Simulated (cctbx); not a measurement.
# Resonant diffraction in K3Rb6GaBi4

Space group P6_3/mmc (no. 194), a = 10.9390 Å, b = 10.9390 Å, c = 11.4180 Å, α = 90.00°, β = 90.00°, γ = 120.00°.

```csv
atom,mult.,x,y,z,Ueq (Å²)
Bi1,6,0.5306,0.0613,3/4,0.0081
Bi2,2,0,0,1/2,0.0076
Rb1,12,0.7895,0.5791,0.4605,0.0068
Ga1,2,2/3,1/3,3/4,0.0109
K1,6,0.2375,0.1187,3/4,0.0218
```

The model is made up (kin elements in a known structure type, no relaxation), so it says nothing on whether the phase exists.

Calculated with cctbx: free-atom f′ and f″ from the Sasaki tables, no fine structure; amplitudes in electrons.

```
E (eV)  F 1 1 0  F 2 0 0  F 2 0 2  F 1 1 2
 12819     47.8    280.7    283.4    138.4
 13169     47.1    269.2    277.4    132.7
 13299     46.4    259.7    272.9    128.1
 13359     45.6    250.4    268.7    123.7
 13389     44.8    241.1    264.5    119.3
 13404     43.9    231.8    260.3    115.0
 13411     43.2    223.5    256.7    111.1
 13415     42.4    214.6    252.7    106.9
 13423     42.9    220.1    252.9    108.7
 13427     43.8    230.4    257.6    113.6
 13434     44.7    239.2    261.5    117.8
 13449     45.6    248.8    265.8    122.3
 13479     46.5    258.3    270.0    126.7
 13569     47.7    271.0    275.4    132.6
 13819     49.2    284.3    280.6    138.7
```

**Question.** Which edge is crossed, and why do the reflections move as they do?

The L3 edge of Bi. The edge is at 13419 eV. f′ of Bi falls from -12.2 e at 13299 eV to -18.6 e at 4 eV below it, and f″ steps from 3.96 to 10.11 e across it. Over that approach |F| changes by -9 % (1 1 0), -17 % (2 0 0), -7 % (2 0 2) and -17 % (1 1 2): a reflection falls where Bi scatters in phase with the total and rises where it scatters against it; it hardly moves where the Bi term is small or cancels by symmetry. Above the edge the larger f″ enters the imaginary part, where it can add to or cancel the other atoms' f″. The structure is centrosymmetric, so Friedel mates stay equal.

[Logs are printed without paths, hosts, clocks, repeated set-up lines and the standing remarks that a program may print on its own settings, such as how far it seeks lower states.]
